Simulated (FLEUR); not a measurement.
# Cr: cost and accuracy of the basis cutoff, part 2 of 3

Two starts of Cr are run at each rung of the basis cutoff. Which rung is enough?

FLEUR MaX-R8.1; PBEsol; all-electron FLAPW, Dirac cores, scalar-relativistic bands.

So far, largest spin moment in the muffin-tin sphere (μB): step 2 (rung 1 (Kmax 2.16 1/bohr), start ferro ++) 0.0686; step 3 (rung 1 (Kmax 2.16 1/bohr), start antiferro +-) 1.25; step 5 (rung 2 (Kmax 2.7 1/bohr), start antiferro +-) 1.80.

## 6. Rung 3 (Kmax 3.24 1/bohr), start ferro ++

Input file inp.xml:

```
<?xml version="1.0" encoding="UTF-8" standalone="no"?>
<fleurInput fleurInputVersion="0.39">
   <comment>
      Cr
   </comment>
   <calculationSetup>
      <cutoffs Kmax="3.24" Gmax="9.7" GmaxXC="9.7" numbands="0"/>
      <scfLoop itmax="90" minDistance="0.00002" maxIterBroyd="15" imix="Anderson" alpha="0.05" precondParam="0.0" spinf="2.0" sdNocoIR="T"/>
      <coreElectrons ctail="T" frcor="F" kcrel="0" coretail_lmax="0"/>
      <xcFunctional name="PBEs" relativisticCorrections="F"/>
      <magnetism jspins="2"/>
      <soc l_soc="F" theta="0.0" phi="0.0" spav="F"/>
      <expertModes spex="0" secvar="F"/>
      <geometryOptimization l_f="F" forcealpha="1.0" forcemix="BFGS" epsdisp="0.00001" epsforce="0.00001"/>
      <ldaU l_linMix="F" mixParam="0.05" spinf="1.0"/>
   </calculationSetup>
   <cell>
      <bzIntegration valenceElectrons="28.0" mode="hist" fermiSmearingEnergy="0.00183747">
         <kPointListSelection listName="default-1"/>
         <xi:include xmlns:xi="http://www.w3.org/2001/XInclude" href="kpts.xml"> </xi:include>
      </bzIntegration>
      <xi:include xmlns:xi="http://www.w3.org/2001/XInclude" href="sym.xml"> </xi:include>
      <bulkLattice scale="1.0">
         <bravaisMatrix>
            <row-1>    5.6104066726405621     0.0000000000000000     0.0000000000000000</row-1>
            <row-2>    0.0000000000000000     5.6104066726405621     0.0000000000000000</row-2>
            <row-3>    0.0000000000000000     0.0000000000000000     5.6104066726405621</row-3>
         </bravaisMatrix>
      </bulkLattice>
   </cell>
   <atomSpecies>
      <species name="Chromium (2.500" element="Cr" atomicNumber="24">
         <mtSphere radius="2.37" gridPoints="783" logIncrement="0.015"/>
         <atomicCutoffs lmax="8" lnonsphr="6"/>
         <electronConfig flipSpins="F">
            <coreConfig>(1s1/2) (2s1/2) (2p1/2) (2p3/2)</coreConfig>
            <valenceConfig>(3s1/2) (3p1/2) (3p3/2) (4s1/2) (3d3/2) (3d5/2)</valenceConfig>
            <stateOccupation state="(4s1/2)" spinUp="0.5" spinDown="0.5"/>
            <stateOccupation state="(3d3/2)" spinUp="1.0" spinDown="1.0"/>
            <stateOccupation state="(3d5/2)" spinUp="2.75" spinDown="0.25"/>
         </electronConfig>
         <energyParameters s="4" p="4" d="3" f="4"/>
         <lo type="SCLO" l="0" n="3" eDeriv="0"/>
         <lo type="SCLO" l="1" n="3" eDeriv="0"/>
      </species>
   </atomSpecies>
   <atomGroups>
      <atomGroup species="Chromium (2.500">
         <relPos label="                   1">.0000000000 .0000000000 .0000000000</relPos>
         <force calculate="T" relaxXYZ="TTT"/>
      </atomGroup>
      <atomGroup species="Chromium (2.500">
         <relPos label="                   2">1.000/2.000 1.000/2.000 1.000/2.000</relPos>
         <force calculate="T" relaxXYZ="TTT"/>
      </atomGroup>
   </atomGroups>
   <output dos="F" band="F" slice="F">
      <bandDOS minEnergy="-.5*Htr" maxEnergy="0.5*Htr" sigma="0.015" storeEVData="T"/>
      <plotting iplot="0" polar="F">
         <plot TwoD="T" vec1="  1.0  0.0  0.0" vec2="  0.0  1.0  0.0" vec3="  0.0  0.0  1.0" zero="  0.0  0.0  0.0" file="plot"/>
      </plotting>
      <moessbauerParams electricFieldGradient="F" isomerShift="F" coreHyperfine="F" valenceHyperfine="F"/>
   </output>
</fleurInput>
```

Input file crystal.txt:

```
Cr
&input film=F cartesian=F /
2.96889935510  0.00000000000  0.00000000000
0.00000000000  2.96889935510  0.00000000000
0.00000000000  0.00000000000  2.96889935510
1.8897261246
1.0 1.0 1.0

2
24 0.00000000000  0.00000000000  0.00000000000 : 2.500
24 0.50000000000  0.50000000000  0.50000000000 : 2.500

&kpt div1=10 div2=10 div3=10 gamma=T /
```

Command:

```console
$ OMP_NUM_THREADS=1 inpgen -f crystal.txt > inpgen.log  # inp.xml is then edited as shown
$ OMP_NUM_THREADS=1 mpirun -n 4 fleur_MPI > fleur.log
```

The log of the run:

```text
[banner, memory and clock lines left out]
Welcome to FLEUR        (www.flapw.de)
      MaX-Release 8.1          (www.max-centre.eu)

 ========== k-point set info ==========
 Selected k-point list: default-1
 k-point list type: mesh
 10 x 10 x 10
 Number of k points: 56

 [... set-up left out ...]
 Iteration:     1   Distance:      41.82290263 me/bohr^3
 Iteration:     2   Distance:      39.37024361 me/bohr^3
 Iteration:     3   Distance:      19.57611634 me/bohr^3
 Iteration:     4   Distance:      29.51571618 me/bohr^3
 Iteration:     5   Distance:      33.26899069 me/bohr^3
[...]
<sumOfEigenvalues value="    -1221.0947211502">
               <coreElectrons value="-1200.3434482771"/>
               <valenceElectrons value="-20.7512728730"/>
            </sumOfEigenvalues>
         [... left out ...]
            <freeEnergy value="-2099.6594129944"/>
            <extrapolationTo0K value="-2099.6591861344"/>
         </totalEnergy>
         <densityConvergence units="me/bohr^3">
            <chargeDensity spin="1" distance="0.0000054267"/>
            <chargeDensity spin="2" distance="0.0000052544"/>
            <overallChargeDensity distance="0.0000034693"/>
            <spinDensity distance="0.0000101034"/>
         </densityConvergence>
      </iteration>
```

The job ended after 12 s (4 MPI ranks of Arm Neoverse V1, shared host; peak memory 0.2 GiB; 48 s of CPU time).

Numbers from this step:

| Quantity | Value |
| --- | --- |
| free energy | -57134.6433 eV |
| program's band gap on this mesh (in a metal only a level spacing) | 0.01137 eV |
| final state | non-magnetic |

After 28 cycles the seed has died away: no moment is left.

## 7. Rung 3 (Kmax 3.24 1/bohr), start antiferro +-

Edit inp.xml of step 6 so:

```diff
@@ -45,2 +45,16 @@
       </species>
+      <species name="Chromium (-2.500" element="Cr" atomicNumber="24">
+         <mtSphere radius="2.37" gridPoints="783" logIncrement="0.015"/>
+         <atomicCutoffs lmax="8" lnonsphr="6"/>
+         <electronConfig flipSpins="F">
+            <coreConfig>(1s1/2) (2s1/2) (2p1/2) (2p3/2)</coreConfig>
+            <valenceConfig>(3s1/2) (3p1/2) (3p3/2) (4s1/2) (3d3/2) (3d5/2)</valenceConfig>
+            <stateOccupation state="(4s1/2)" spinUp="0.5" spinDown="0.5"/>
+            <stateOccupation state="(3d3/2)" spinUp="1.0" spinDown="1.0"/>
+            <stateOccupation state="(3d5/2)" spinUp="0.25" spinDown="2.75"/>
+         </electronConfig>
+         <energyParameters s="4" p="4" d="3" f="4"/>
+         <lo type="SCLO" l="0" n="3" eDeriv="0"/>
+         <lo type="SCLO" l="1" n="3" eDeriv="0"/>
+      </species>
    </atomSpecies>
@@ -51,3 +65,3 @@
       </atomGroup>
-      <atomGroup species="Chromium (2.500">
+      <atomGroup species="Chromium (-2.500">
          <relPos label="                   2">1.000/2.000 1.000/2.000 1.000/2.000</relPos>
```

Edit crystal.txt of step 6 so:

```diff
@@ -10,3 +10,3 @@
 24 0.00000000000  0.00000000000  0.00000000000 : 2.500
-24 0.50000000000  0.50000000000  0.50000000000 : 2.500
+24 0.50000000000  0.50000000000  0.50000000000 : -2.500
```

The log of the run:

```text
[banner, memory and clock lines left out]
Welcome to FLEUR        (www.flapw.de)
      MaX-Release 8.1          (www.max-centre.eu)

 ========== k-point set info ==========
 Selected k-point list: default-1
 k-point list type: mesh
 10 x 10 x 10
 Number of k points: 56

 [... set-up left out ...]
 Iteration:     1   Distance:      38.64758975 me/bohr^3
 Iteration:     2   Distance:      33.44563814 me/bohr^3
 Iteration:     3   Distance:      12.34222950 me/bohr^3
 Iteration:     4   Distance:      21.19410321 me/bohr^3
 Iteration:     5   Distance:       1.61854174 me/bohr^3
[...]
<sumOfEigenvalues value="    -1220.6687516174">
               <coreElectrons value="-1200.0714758633"/>
               <valenceElectrons value="-20.5972757541"/>
            </sumOfEigenvalues>
         [... left out ...]
            <freeEnergy value="-2099.6637356238"/>
            <extrapolationTo0K value="-2099.6636441865"/>
         </totalEnergy>
         <densityConvergence units="me/bohr^3">
            <chargeDensity spin="1" distance="0.0000032234"/>
            <chargeDensity spin="2" distance="0.0000032937"/>
            <overallChargeDensity distance="0.0000022398"/>
            <spinDensity distance="0.0000061205"/>
         </densityConvergence>
      </iteration>
```

Run time: 10 s. Hardware: 4 MPI ranks; peak memory 0.19 GiB.

This step gave:

```
free energy                                                       : -57134.7609 eV
program's band gap on this mesh (in a metal only a level spacing) : 0.003149 eV
magnetization                                                     : 0 μB
final state                                                       : antiferromagnetic
largest moment                                                    : 1.672 μB
```

This start lies -58.8 meV a seeded atom from the first, a change of +5.8 meV since rung 2; its largest moment is 1.67 μB.

## 8. Rung 4 (Kmax 3.78 1/bohr), start ferro ++

Edit inp.xml of step 7 so:

```diff
@@ -6,3 +6,3 @@
    <calculationSetup>
-      <cutoffs Kmax="3.24" Gmax="9.7" GmaxXC="9.7" numbands="0"/>
+      <cutoffs Kmax="3.78" Gmax="11.3" GmaxXC="11.3" numbands="0"/>
       <scfLoop itmax="90" minDistance="0.00002" maxIterBroyd="15" imix="Anderson" alpha="0.05" precondParam="0.0" spinf="2.0" sdNocoIR="T"/>
@@ -45,16 +45,2 @@
       </species>
-      <species name="Chromium (-2.500" element="Cr" atomicNumber="24">
-         <mtSphere radius="2.37" gridPoints="783" logIncrement="0.015"/>
-         <atomicCutoffs lmax="8" lnonsphr="6"/>
-         <electronConfig flipSpins="F">
-            <coreConfig>(1s1/2) (2s1/2) (2p1/2) (2p3/2)</coreConfig>
-            <valenceConfig>(3s1/2) (3p1/2) (3p3/2) (4s1/2) (3d3/2) (3d5/2)</valenceConfig>
-            <stateOccupation state="(4s1/2)" spinUp="0.5" spinDown="0.5"/>
-            <stateOccupation state="(3d3/2)" spinUp="1.0" spinDown="1.0"/>
-            <stateOccupation state="(3d5/2)" spinUp="0.25" spinDown="2.75"/>
-         </electronConfig>
-         <energyParameters s="4" p="4" d="3" f="4"/>
-         <lo type="SCLO" l="0" n="3" eDeriv="0"/>
-         <lo type="SCLO" l="1" n="3" eDeriv="0"/>
-      </species>
    </atomSpecies>
@@ -65,3 +51,3 @@
       </atomGroup>
-      <atomGroup species="Chromium (-2.500">
+      <atomGroup species="Chromium (2.500">
          <relPos label="                   2">1.000/2.000 1.000/2.000 1.000/2.000</relPos>
```

Edit crystal.txt of step 7 so:

```diff
@@ -10,3 +10,3 @@
 24 0.00000000000  0.00000000000  0.00000000000 : 2.500
-24 0.50000000000  0.50000000000  0.50000000000 : -2.500
+24 0.50000000000  0.50000000000  0.50000000000 : 2.500
```

The log of the run:

```text
[banner, memory and clock lines left out]
Welcome to FLEUR        (www.flapw.de)
      MaX-Release 8.1          (www.max-centre.eu)

 ========== k-point set info ==========
 Selected k-point list: default-1
 k-point list type: mesh
 10 x 10 x 10
 Number of k points: 56

 [... set-up left out ...]
 Iteration:     1   Distance:      41.57669398 me/bohr^3
 Iteration:     2   Distance:      39.15457825 me/bohr^3
 Iteration:     3   Distance:      19.79514734 me/bohr^3
 Iteration:     4   Distance:      28.62073884 me/bohr^3
 Iteration:     5   Distance:      35.31213298 me/bohr^3
[...]
<sumOfEigenvalues value="    -1220.0094361662">
               <coreElectrons value="-1199.8681660849"/>
               <valenceElectrons value="-20.1412700813"/>
            </sumOfEigenvalues>
         [... left out ...]
            <freeEnergy value="-2099.6681944743"/>
            <extrapolationTo0K value="-2099.6679678047"/>
         </totalEnergy>
         <densityConvergence units="me/bohr^3">
            <chargeDensity spin="1" distance="0.0000090390"/>
            <chargeDensity spin="2" distance="0.0000065970"/>
            <overallChargeDensity distance="0.0000069724"/>
            <spinDensity distance="0.0000142068"/>
         </densityConvergence>
      </iteration>
```

Run time: 16 s. Hardware: 4 MPI ranks; peak memory 0.2 GiB; 65 s of CPU time.

This step gave:

| Quantity | Value |
| --- | --- |
| free energy | -57134.8822 eV |
| program's band gap on this mesh (in a metal only a level spacing) | 9.92e-4 eV |
| final state | non-magnetic |

After 28 cycles the seed has died away: no moment is left.

## 9. Rung 4 (Kmax 3.78 1/bohr), start antiferro +-

Edit inp.xml of step 8 so:

```diff
@@ -45,2 +45,16 @@
       </species>
+      <species name="Chromium (-2.500" element="Cr" atomicNumber="24">
+         <mtSphere radius="2.37" gridPoints="783" logIncrement="0.015"/>
+         <atomicCutoffs lmax="8" lnonsphr="6"/>
+         <electronConfig flipSpins="F">
+            <coreConfig>(1s1/2) (2s1/2) (2p1/2) (2p3/2)</coreConfig>
+            <valenceConfig>(3s1/2) (3p1/2) (3p3/2) (4s1/2) (3d3/2) (3d5/2)</valenceConfig>
+            <stateOccupation state="(4s1/2)" spinUp="0.5" spinDown="0.5"/>
+            <stateOccupation state="(3d3/2)" spinUp="1.0" spinDown="1.0"/>
+            <stateOccupation state="(3d5/2)" spinUp="0.25" spinDown="2.75"/>
+         </electronConfig>
+         <energyParameters s="4" p="4" d="3" f="4"/>
+         <lo type="SCLO" l="0" n="3" eDeriv="0"/>
+         <lo type="SCLO" l="1" n="3" eDeriv="0"/>
+      </species>
    </atomSpecies>
@@ -51,3 +65,3 @@
       </atomGroup>
-      <atomGroup species="Chromium (2.500">
+      <atomGroup species="Chromium (-2.500">
          <relPos label="                   2">1.000/2.000 1.000/2.000 1.000/2.000</relPos>
```

Edit crystal.txt of step 8 so:

```diff
@@ -10,3 +10,3 @@
 24 0.00000000000  0.00000000000  0.00000000000 : 2.500
-24 0.50000000000  0.50000000000  0.50000000000 : 2.500
+24 0.50000000000  0.50000000000  0.50000000000 : -2.500
```

The log of the run:

```text
[banner, memory and clock lines left out]
Welcome to FLEUR        (www.flapw.de)
      MaX-Release 8.1          (www.max-centre.eu)

 ========== k-point set info ==========
 Selected k-point list: default-1
 k-point list type: mesh
 10 x 10 x 10
 Number of k points: 56

 [... set-up left out ...]
 Iteration:     1   Distance:      37.86265802 me/bohr^3
 Iteration:     2   Distance:      32.75695573 me/bohr^3
 Iteration:     3   Distance:      12.17428440 me/bohr^3
 Iteration:     4   Distance:      20.88009708 me/bohr^3
 Iteration:     5   Distance:       1.57507336 me/bohr^3
[...]
<sumOfEigenvalues value="    -1219.5807230348">
               <coreElectrons value="-1199.5954022623"/>
               <valenceElectrons value="-19.9853207725"/>
            </sumOfEigenvalues>
         [... left out ...]
            <freeEnergy value="-2099.6726952954"/>
            <extrapolationTo0K value="-2099.6726026017"/>
         </totalEnergy>
         <densityConvergence units="me/bohr^3">
            <chargeDensity spin="1" distance="0.0000081393"/>
            <chargeDensity spin="2" distance="0.0000081964"/>
            <overallChargeDensity distance="0.0000031404"/>
            <spinDensity distance="0.0000160311"/>
         </densityConvergence>
      </iteration>
```

Run time: 15 s. Hardware: 4 MPI ranks; peak memory 0.2 GiB; 58 s of CPU time.

Numbers from this step:

* free energy: -57135.0047 eV
* program's band gap on this mesh (in a metal only a level spacing): 6.72e-7 eV
* magnetization: 0 μB
* final state: antiferromagnetic
* largest moment: 1.660 μB

This start lies -61.2 meV a seeded atom from the first, a change of -2.4 meV since rung 3; its largest moment is 1.66 μB.

## 10. Rung 5 (Kmax 4.32 1/bohr), start ferro ++

Edit inp.xml of step 9 so:

```diff
@@ -6,3 +6,3 @@
    <calculationSetup>
-      <cutoffs Kmax="3.78" Gmax="11.3" GmaxXC="11.3" numbands="0"/>
+      <cutoffs Kmax="4.32" Gmax="13.0" GmaxXC="13.0" numbands="0"/>
       <scfLoop itmax="90" minDistance="0.00002" maxIterBroyd="15" imix="Anderson" alpha="0.05" precondParam="0.0" spinf="2.0" sdNocoIR="T"/>
@@ -45,16 +45,2 @@
       </species>
-      <species name="Chromium (-2.500" element="Cr" atomicNumber="24">
-         <mtSphere radius="2.37" gridPoints="783" logIncrement="0.015"/>
-         <atomicCutoffs lmax="8" lnonsphr="6"/>
-         <electronConfig flipSpins="F">
-            <coreConfig>(1s1/2) (2s1/2) (2p1/2) (2p3/2)</coreConfig>
-            <valenceConfig>(3s1/2) (3p1/2) (3p3/2) (4s1/2) (3d3/2) (3d5/2)</valenceConfig>
-            <stateOccupation state="(4s1/2)" spinUp="0.5" spinDown="0.5"/>
-            <stateOccupation state="(3d3/2)" spinUp="1.0" spinDown="1.0"/>
-            <stateOccupation state="(3d5/2)" spinUp="0.25" spinDown="2.75"/>
-         </electronConfig>
-         <energyParameters s="4" p="4" d="3" f="4"/>
-         <lo type="SCLO" l="0" n="3" eDeriv="0"/>
-         <lo type="SCLO" l="1" n="3" eDeriv="0"/>
-      </species>
    </atomSpecies>
@@ -65,3 +51,3 @@
       </atomGroup>
-      <atomGroup species="Chromium (-2.500">
+      <atomGroup species="Chromium (2.500">
          <relPos label="                   2">1.000/2.000 1.000/2.000 1.000/2.000</relPos>
```

Edit crystal.txt of step 9 so:

```diff
@@ -10,3 +10,3 @@
 24 0.00000000000  0.00000000000  0.00000000000 : 2.500
-24 0.50000000000  0.50000000000  0.50000000000 : -2.500
+24 0.50000000000  0.50000000000  0.50000000000 : 2.500
```

The log of the run:

```text
[banner, memory and clock lines left out]
Welcome to FLEUR        (www.flapw.de)
      MaX-Release 8.1          (www.max-centre.eu)

 ========== k-point set info ==========
 Selected k-point list: default-1
 k-point list type: mesh
 10 x 10 x 10
 Number of k points: 56

 [... set-up left out ...]
 Iteration:     1   Distance:      41.53841298 me/bohr^3
 Iteration:     2   Distance:      39.12354148 me/bohr^3
 Iteration:     3   Distance:      19.85485790 me/bohr^3
 Iteration:     4   Distance:      28.44767203 me/bohr^3
 Iteration:     5   Distance:      35.58139915 me/bohr^3
[...]
<sumOfEigenvalues value="    -1218.8693819412">
               <coreElectrons value="-1199.3882242504"/>
               <valenceElectrons value="-19.4811576908"/>
            </sumOfEigenvalues>
         [... left out ...]
            <freeEnergy value="-2099.6694969459"/>
            <extrapolationTo0K value="-2099.6692715873"/>
         </totalEnergy>
         <densityConvergence units="me/bohr^3">
            <chargeDensity spin="1" distance="0.0000012997"/>
            <chargeDensity spin="2" distance="0.0000014946"/>
            <overallChargeDensity distance="0.0000004295"/>
            <spinDensity distance="0.0000027680"/>
         </densityConvergence>
      </iteration>
```

Elapsed: 22 s, on 4 MPI ranks; peak memory 0.2 GiB; 87 s of CPU time.

Read from the output:

```
free energy                                                       : -57134.9177 eV
program's band gap on this mesh (in a metal only a level spacing) : 4.44e-4 eV
final state                                                       : non-magnetic
```

After 25 cycles the seed has died away: no moment is left.

[end of part 2 of 3]

[Logs and program files are shortened in this print: banners, set-up blocks, solver, clock and traceback lines can be left out without a mark of their own.]

[Logs are printed without paths, hosts, clocks, repeated set-up lines and the standing remarks that a program may print on its own settings, such as how far it seeks lower states.]

[Hosts, paths, dates, database ids (printed as entryN), source tags and the programs' standing remarks are cut or masked in the printed files.]

[Where a cell is said to come from a database of computed structures, the database is the Materials Project.]
